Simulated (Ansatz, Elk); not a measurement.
# Bonding as seen by X-rays: RbSc2P2

The structure of RbSc2P2 used here is made up (a known structure type with other elements) and was relaxed beforehand with PBE. The aim is the Fourier transform of its all-electron density, F(hkl), set beside the sum over free spherical atoms that refinements use.

Calculated with Elk 11.2.3 (patched build); DFT, PBE, all-electron APW+lo, Dirac cores, scalar-relativistic bands, static density, no spin.

The structure was built from a prototype and need not be the compound's stable phase.

## 1. Set-up

It takes space group I4/mmm (No. 139, tetragonal). Conventional cell: a = 4.612 Å, b = 4.612 Å, c = 13.965 Å, α = 90.00°, β = 90.00°, γ = 90.00°. Rb has 8 P at 3.99 Å and 8 Sc at 4.18 Å nearest. Nearest to Sc lie 4 P at 2.59 Å and 4 Sc at 3.26 Å and 4 Rb at 4.18 Å. Nearest to P lie 4 Sc at 2.59 Å and 4 Rb at 3.99 Å and 4 P at 4.03 Å. Farther neighbours are not listed.

## 2. Ground state and structure factors

An all-electron density is needed, since X-rays see the cores too. Task 0 finds the density and task 195 Fourier-transforms it; tshift is off so that phases refer to the origin typed.

Input file elk.in:

```
tasks
  0
  195

xctype
  20

spinpol
  .false.

rgkmax
  7.0

gmaxvr
  14.0

lmaxo
  7

lmaxapw
  8

swidth
  0.002

tshift
  .false.

ramdisk
  .false.

hmaxvr
  5.5

maxscl
  120

epspot
  1e-06

sppath
  './'

avec
  -4.35790837403 4.35790837403 13.19498902844
  4.35790837403 -4.35790837403 13.19498902844
  4.35790837403 4.35790837403 -13.19498902844

atoms
  3
  'Rb.in'
  1
  0.0000000000 0.0000000000 0.0000000000   0.000000 0.000000 0.000000
  'Sc.in'
  2
  0.2500000000 0.7500000000 0.5000000000   0.000000 0.000000 0.000000
  0.7500000000 0.2500000000 0.5000000000   0.000000 0.000000 0.000000
  'P.in'
  2
  0.6650629700 0.6650629700 0.0000000000   0.000000 0.000000 0.000000
  0.3349370300 0.3349370300 0.0000000000   0.000000 0.000000 0.000000

ngridk
  7 7 7
```

Command:

```bash
> OMP_NUM_THREADS=4 elk
```

Numbers of over 12 decimals in the logs are rounded to 6 here.

The program printed:

```text
┌─────────────────────────┐
│ Elk code version 11.2.3 │
└─────────────────────────┘

All units are atomic (Hartree, Bohr, etc.)

┌─────────────────────────────────────────────────┐
│ Ground-state run starting from atomic densities │
└─────────────────────────────────────────────────┘

Lattice vectors :
  -4.357908374       4.357908374       13.19498903
   4.357908374      -4.357908374       13.19498903
   4.357908374       4.357908374      -13.19498903

Reciprocal lattice vectors :
  0.7586035845E-17  0.7208946091      0.2380898269
  0.7208946091      0.7586035845E-17  0.2380898269
  0.7208946091      0.7208946091     -0.1837977698E-17

Unit cell volume      :    1002.363432
Brillouin zone volume :   0.2474653459

Muffin-tin inner radius fraction :   0.1000000000E-01

Nuclei treated as point charges

Species : 1 (Rb)
 parameters loaded from : Rb.in
 name : rubidium
 nuclear charge    :   -37.00000000
 electronic charge :    37.00000000
 atomic mass :    155798.2686
 muffin-tin radius :    2.600000000
 number of radial points in muffin-tin :   1193
 inner part over the whole radius :   0.9947532429E-02
 number on inner part of muffin-tin    :    847
 approximate nuclear radius :   0.7999050501E-04
 number of mesh points to nuclear radius :    413
 atomic positions (lattice), magnetic fields (Cartesian) :
  1 :   0.00000000  0.00000000  0.00000000    0.00000000  0.00000000  0.00000000

Species : 2 (Sc)
 parameters loaded from : Sc.in
 name : scandium
 nuclear charge    :   -21.00000000
 electronic charge :    21.00000000
 atomic mass :    81949.61073
 muffin-tin radius :    2.400000000
 number of radial points in muffin-tin :    993
 inner part over the whole radius :   0.9898716403E-02
 number on inner part of muffin-tin    :    698
 approximate nuclear radius :   0.6711386133E-04
 number of mesh points to nuclear radius :    323
 atomic positions (lattice), magnetic fields (Cartesian) :
  1 :   0.25000000 -0.25000000  0.50000000    0.00000000  0.00000000  0.00000000
  2 :  -0.25000000  0.25000000  0.50000000    0.00000000  0.00000000  0.00000000

Species : 3 (P)
 parameters loaded from : P.in
 name : phosphorus
 nuclear charge    :   -15.00000000
 electronic charge :    15.00000000
 atomic mass :    56461.71230
 muffin-tin radius :    2.200000000
 number of radial points in muffin-tin :    793
 inner part over the whole radius :   0.9987340520E-02
 number on inner part of muffin-tin    :    554
 approximate nuclear radius :   0.6081821256E-04
 number of mesh points to nuclear radius :    248
 atomic positions (lattice), magnetic fields (Cartesian) :
  1 :  -0.33493703 -0.33493703  0.00000000    0.00000000  0.00000000  0.00000000
  2 :   0.33493703  0.33493703  0.00000000    0.00000000  0.00000000  0.00000000

Total number of atoms per unit cell :    5
Total muffin-tin volume :    278.6383244
 ratio of muffin-tin to unit cell volume :   0.2779813344

Spin treatment :
 spin-unpolarised

Number of Bravais lattice symmetries :   16
Number of crystal symmetries         :   16
Crystal has inversion symmetry
Real symmetric eigensolver will be used

k-point grid :      7     7     7
k-point offset :    0.000000000       0.000000000       0.000000000
k-point set is reduced with full crystal symmetry group
Total number of k-points :       40

Muffin-tin radius times maximum |G+k| :    7.000000000
 using average radius
Maximum |G+k| for APW functions       :    2.966101695
Maximum (1/2)|G+k|²                   :    4.398879632
Maximum |G| for potential and density :    14.00000000
Constant for pseudocharge density :    9
 order of it for each species :   16  16  16
 order of it for pair densities of each species (exact exchange by exxq0 0: 17) :   12  10   8
Radial integration step length :    1

G-vector grid sizes :     70    70    70
Number of G-vectors :    46619

Maximum angular momentum used for
 APW functions            :    8
 outer part of muffin-tin :    7
 inner part of muffin-tin :    2

Total nuclear charge    :   -109.0000000
[...]
correlation                 :     -4.758295
 electron entropic           :    -0.54300505779702E-03
 total energy                :     -5196.3172507092

Density of states at Fermi energy :    37.10680763
 (states/Hartree/unit cell)

Estimated indirect band gap :   0.2410905706E-02
 from k-point 27 to k-point 13
Estimated direct band gap   :   0.3307077249E-01
 at k-point 27

Charges :
 core                        :    68.00000000
 valence                     :    41.00000000
 interstitial                :    8.100630282
 muffin-tins (core leakage)
  species : 1 (Rb)
   atom 1                    :    35.27130245     (  0.9278507990E-04)
  species : 2 (Sc)
[...]
species : 3 (P)
[...]
total in muffin-tins        :    100.8993697
 total calculated charge     :    108.9994744
 total charge                :    109.0000000
 error                       :   0.5256388154E-03

RMS change in Kohn-Sham potential (target) :   0.3604644632     (  0.1000000000E-05)
Absolute change in total energy (target)   :   0.7720563107     (  0.1000000000E-03)

[... loops 3 to 15 left out ...]

┌──────────────────┐
│ Loop number : 16 │
└──────────────────┘

Energies :
 Fermi                       :     0.158196
 sum of occupied eigenvalues :     -3025.6783654959
 electron kinetic            :      5294.5600577055
 core electron kinetic       :      5127.2614633579
 Coulomb                     :     -10263.336016088
 Coulomb potential           :     -8027.5803388069
 nuclear-nuclear             :     -597.60277334201
 electron-nuclear            :     -11314.824964167
 Hartree                     :      1649.0917214213
 Madelung                    :     -6249.5458466847
 xc potential                :     -292.65808439444
 exchange                    :     -220.77340946327
 correlation                 :     -4.760206
 electron entropic           :    -0.13873803350339E-02
 total energy                :     -5194.3109617004

Density of states at Fermi energy :    111.4262072
 (states/Hartree/unit cell)

Estimated indirect band gap :   0.3925728177E-03
 from k-point 28 to k-point 34
Estimated direct band gap   :   0.8548215854E-02
 at k-point 15

Charges :
 core                        :    68.00000000
 valence                     :    41.00000000
 interstitial                :    8.495532129
 muffin-tins (core leakage)
  species : 1 (Rb)
[...]
species : 2 (Sc)
[...]
species : 3 (P)
[...]
total in muffin-tins        :    100.5044679
 total calculated charge     :    108.9993996
 total charge                :    109.0000000
 error                       :   0.6004318184E-03

RMS change in Kohn-Sham potential (target) :   0.1574067917E-06 (  0.1000000000E-05)
Absolute change in total energy (target)   :   0.3152001955E-04 (  0.1000000000E-03)

Convergence targets achieved

┌──────────────────┐
│ Loop number : 17 │
└──────────────────┘

Energies :
 Fermi                       :     0.158196
 sum of occupied eigenvalues :     -3025.6783693181
 electron kinetic            :      5294.5600517006
 core electron kinetic       :      5127.2614595562
 Coulomb                     :     -10263.336013200
 Coulomb potential           :     -8027.5803370711
 nuclear-nuclear             :     -597.60277334201
 electron-nuclear            :     -11314.824960163
 Hartree                     :      1649.0917203055
 Madelung                    :     -6249.5458446641
 xc potential                :     -292.65808394763
 exchange                    :     -220.77340934537
 correlation                 :     -4.760206
 electron entropic           :    -0.13873801327184E-02
 total energy                :     -5194.3109647029

Density of states at Fermi energy :    111.4261933
 (states/Hartree/unit cell)

Estimated indirect band gap :   0.3925729394E-03
 from k-point 28 to k-point 34
Estimated direct band gap   :   0.8548224893E-02
 at k-point 15

Charges :
 core                        :    68.00000000
 valence                     :    41.00000000
 interstitial                :    8.495532023
 muffin-tins (core leakage)
  species : 1 (Rb)
[...]
species : 2 (Sc)
[...]
atom 2                    :    19.17474821     ( -0.2163141861E-06)
  species : 3 (P)
   atom 1                    :    13.38605866     (  0.3137514425E-03)
   atom 2                    :    13.38605866     (  0.3137514425E-03)
 total in muffin-tins        :    100.5044680
 total calculated charge     :    108.9993996
 total charge                :    109.0000000
 error                       :   0.6004319133E-03

┌──────────────────────────────┐
│ Self-consistent loop stopped │
└──────────────────────────────┘

Warning : core states of species 3 leak from the muffin-tin :   0.3137514425E-03

Wrote STATE.OUT
```

Elapsed: 57 s, on 4 threads of Arm Neoverse V1, shared host; peak memory 0.28 GiB; 2.4 min of CPU time.

SFACRHO.OUT:

```text

h k l indices transformed by vhmat matrix:
   1.000000000       0.000000000       0.000000000    
   0.000000000       1.000000000       0.000000000    
   0.000000000       0.000000000       1.000000000    

      h      k      l  multipl.   |H|            Re(F)            Im(F)           |F|

      0      0      0      1   0.0000000       109.00000      0.45002395E-16   109.00000    
      1      1     -1      2  0.47617965      -17.764128     -0.10432940E-13   17.764128    
      0     -1      1      8  0.75919418       20.038075      0.17388234E-14   20.038075    
      2      2     -2      2  0.95235931       53.186833     -0.52164701E-14   53.186833    
      2      1     -1      8   1.0148251       55.202117      0.18583675E-13   55.202117    
      1     -1      0      4   1.0194989       22.086950     -0.30436149E-14   22.086950    
     -1     -1      0      8   1.1252223       51.895371      0.19127057E-13   51.895371    
      2      3     -2      8   1.3917105       19.467574     -0.86941169E-14   19.467574    
      2      2     -3      8   1.3951223      -11.434713     -0.19996469E-13   11.434713    
     -3     -3      3      2   1.4285390       19.186230     -0.23908821E-13   19.186230    
     -1      1     -1      4   1.4417892       77.371823      0.18831686E-13   77.371823    
     -2      0      2      8   1.5183884      -9.7113603      0.11302352E-13   9.7113603    
     -1      2      0     16   1.6294576       17.967205     -0.43470584E-14   17.967205    
     -3     -1      3      8   1.7279307       43.979024     -0.13910587E-13   43.979024    
     -2     -4      3      8   1.7550218       71.483506     -0.30755438E-13   71.483506    
      1      2      0     16   1.7631296       44.397756      0.16247131E-13   44.397756    
      3      4     -3      8   1.8158581       16.296342     -0.10432940E-13   16.296342    
     -4     -4      4      2   1.9047186       43.734124      0.17388234E-14   43.734124
```

Elk indexes on the primitive cell of elk.in and gives |H| = 4π sin θ/λ in inverse bohr. Below, one row stands for each form hkl of the conventional cell (m members, Friedel mates merged), F is for one primitive cell and the density is static (no thermal factor). Free-atom factors are Waasmaier and Kirfel's, and R is Σm||F|−|F'||/Σm|F|.

| hkl | m | sin θ/λ (Å⁻¹) | abs F, DFT | neutral atoms | diff. |
| --- | --- | --- | --- | --- | --- |
| 002 | 2 | 0.072 | 17.764 | 17.150 | +0.614 |
| 101 | 8 | 0.114 | 20.038 | 20.363 | -0.325 |
| 004 | 2 | 0.143 | 53.187 | 53.079 | +0.107 |
| 103 | 8 | 0.153 | 55.202 | 54.659 | +0.543 |
| 110 | 4 | 0.153 | 22.087 | 21.514 | +0.573 |
| 112 | 8 | 0.169 | 51.895 | 52.189 | -0.293 |
| 105 | 8 | 0.209 | 19.468 | 19.716 | -0.249 |
| 114 | 8 | 0.210 | 11.435 | 11.593 | -0.158 |
| 006 | 2 | 0.215 | 19.186 | 19.241 | -0.054 |
| 200 | 4 | 0.217 | 77.372 | 77.825 | -0.454 |
| 202 | 8 | 0.228 | 9.711 | 9.958 | -0.246 |
| 211 | 16 | 0.245 | 17.967 | 17.772 | +0.195 |
| 204 | 8 | 0.260 | 43.979 | 43.858 | +0.121 |
| 116 | 8 | 0.264 | 71.484 | 71.463 | +0.020 |

## 3. The highest occupied states alone

An energy window below the Fermi level keeps the highest occupied states, to see at which angles they scatter; shallow core shells can lie inside it and anion s states outside. No new self-consistency is needed.

Edit elk.in of step 2 so:

```diff
@@ -1,3 +1,2 @@
 tasks
-  0
   195
@@ -40,2 +39,5 @@
 
+wsfac
+  -0.209300 0.458200
+
 sppath
```

Command:

```bash
> OMP_NUM_THREADS=4 elk
```

The program printed:

```text
┌─────────────────────────────────┐
│ Elk code version 11.2.3 started │
└─────────────────────────────────┘

Info(readinput): the functional depends on the density's gradient
 muffin-tin radial points multiplied by    2.00000
 (not where nrmtscf is given)

┌────────────────────┐
│ Current task : 195 │
└────────────────────┘

Info(sfacrho): density structure factors written to SFACRHO.OUT

 Energy window :  -0.2093000000      0.4582000000

┌──────────────────┐
│ Elk code stopped │
└──────────────────┘
```

The job ended after 19 s (4 threads; peak memory 0.2 GiB).

States within 10 eV below the Fermi level hold 16.14 electrons; any levels below the window count with the cores, and a count that is not whole means the window cuts a band. Their amplitudes can exceed the total, where window and core parts have opposite phase:

| hkl | sin θ/λ (Å⁻¹) | abs F, window | abs F, all |
| --- | --- | --- | --- |
| 002 | 0.072 | 7.596 | 17.764 |
| 101 | 0.114 | 3.067 | 20.038 |
| 004 | 0.143 | 0.734 | 53.187 |
| 103 | 0.153 | 4.089 | 55.202 |
| 110 | 0.153 | 2.890 | 22.087 |
| 112 | 0.169 | 0.671 | 51.895 |
| 105 | 0.209 | 0.892 | 19.468 |
| 114 | 0.210 | 1.364 | 11.435 |
| 006 | 0.215 | 0.728 | 19.186 |
| 200 | 0.217 | 1.566 | 77.372 |

## 4. Another functional

The difference from free atoms is small, so it is set against the change that LDA (Perdew-Wang) makes.

Edit elk.in of step 3 so:

```diff
@@ -1,2 +1,3 @@
 tasks
+  0
   195
@@ -4,3 +5,3 @@
 xctype
-  20
+  3
 
@@ -39,5 +40,2 @@
 
-wsfac
-  -0.209300 0.458200
-
 sppath
```

Command:

```bash
> OMP_NUM_THREADS=4 elk
```

The program printed:

```text
┌─────────────────────────┐
│ Elk code version 11.2.3 │
└─────────────────────────┘

All units are atomic (Hartree, Bohr, etc.)

┌─────────────────────────────────────────────────┐
│ Ground-state run starting from atomic densities │
└─────────────────────────────────────────────────┘

Lattice vectors :
  -4.357908374       4.357908374       13.19498903
   4.357908374      -4.357908374       13.19498903
   4.357908374       4.357908374      -13.19498903

Reciprocal lattice vectors :
  0.7586035845E-17  0.7208946091      0.2380898269
[...]
species : 1 (Rb)
[...]
species : 2 (Sc)
[...]
species : 3 (P)
   atom 1                    :    13.37196117     (  0.3118478451E-03)
   atom 2                    :    13.37196117     (  0.3118478451E-03)
 total in muffin-tins        :    100.5001569
 total calculated charge     :    108.9994211
 total charge                :    109.0000000
 error                       :   0.5788731632E-03

┌──────────────────────────────┐
│ Self-consistent loop stopped │
└──────────────────────────────┘

Warning : core states of species 3 leak from the muffin-tin :   0.3118478451E-03

Wrote STATE.OUT
[key lines of the parts left out:]
total energy                :     -5185.1487404396
```

Run time: 36 s. Hardware: 4 threads; peak memory 0.23 GiB; 97 s of CPU time.

Against the first run R = 0.07 %; the largest change is -0.051 at 110.

## 5. Basis size

The basis and the expansions that go with it are enlarged, to see whether the differences are converged.

Edit elk.in of step 4 so:

```diff
@@ -5,3 +5,3 @@
 xctype
-  3
+  20
 
@@ -11,12 +11,12 @@
 rgkmax
-  7.0
+  8.5
 
 gmaxvr
-  14.0
+  18.0
 
 lmaxo
-  7
+  9
 
 lmaxapw
-  8
+  10
```

Command:

```bash
> OMP_NUM_THREADS=4 elk
```

The program printed:

```text
┌─────────────────────────┐
│ Elk code version 11.2.3 │
└─────────────────────────┘

All units are atomic (Hartree, Bohr, etc.)

┌─────────────────────────────────────────────────┐
│ Ground-state run starting from atomic densities │
└─────────────────────────────────────────────────┘

Lattice vectors :
  -4.357908374       4.357908374       13.19498903
   4.357908374      -4.357908374       13.19498903
   4.357908374       4.357908374      -13.19498903

Reciprocal lattice vectors :
  0.7586035845E-17  0.7208946091      0.2380898269
[...]
species : 1 (Rb)
[...]
species : 2 (Sc)
[...]
species : 3 (P)
   atom 1                    :    13.38818862     (  0.3139184272E-03)
   atom 2                    :    13.38818862     (  0.3139184272E-03)
 total in muffin-tins        :    100.5211284
 total calculated charge     :    108.9992749
 total charge                :    109.0000000
 error                       :   0.7251345561E-03

┌──────────────────────────────┐
│ Self-consistent loop stopped │
└──────────────────────────────┘

Warning : core states of species 3 leak from the muffin-tin :   0.3139184272E-03

Wrote STATE.OUT
[key lines of the parts left out:]
total energy                :     -5194.3171835685
```

Elapsed: 2.6 min, on 4 threads; peak memory 0.6 GiB; 7.1 min of CPU time.

Against the first run R = 0.01 %; the largest change is -0.008 at 420.

## 6. Settings against the effect

| run | R against the first run (%) | R against neutral atoms, low angle (%) | wall time |
| --- | --- | --- | --- |
| PBE, rgkmax 7 | 0.00 | 0.75 | 57 s |
| LDA (Perdew-Wang) | 0.07 | 0.71 | 36 s |
| rgkmax 8.5 with larger expansions | 0.01 | 0.75 | 2.6 min |

## 7. Summary of results

```yaml
r_against_neutral_atoms_sin_theta_lambda_0p3_a_minus1: 0.75 %
r_against_neutral_atoms_0p3_to_0p68_a_minus1: 0.21 %
```

What this shows: Independent neutral atoms miss the calculated amplitudes by R = 0.75 % below 0.3 Å⁻¹ and 0.21 % from there to 0.68 Å⁻¹; by shells, 1.34 % below 0.15 Å⁻¹ (3 forms), 0.70 % 0.15 to 0.3 (14 forms), 0.27 % 0.3 to 0.45 (32 forms), 0.19 % above 0.45 (100 forms). Bonding, aspherical density and the tables' own atoms all enter these figures, and the runs don't part them. The largest change of an amplitude is +0.61 electrons, at 002. The window's part falls from 16.1 electrons at the origin to at most 0.29 between 0.45 and 0.68 Å⁻¹. Below 0.3 Å⁻¹ the changes that finished (LDA (Perdew-Wang) and rgkmax 8.5 with larger expansions) move F by R = 0.05 % at most, against the 0.75 % that separates it from free atoms. The k-mesh has no finished test. Part of the difference isn't bonding: the tables are fits to free atoms and ions calculated by other methods than this functional. Thermal motion, anomalous dispersion and extinction are left out.

[Logs are printed without paths, hosts, clocks, repeated set-up lines and the standing remarks that a program may print on its own settings, such as how far it seeks lower states.]

[Hosts, paths, dates, database ids (printed as entryN), source tags and the programs' standing remarks are cut or masked in the printed files.]
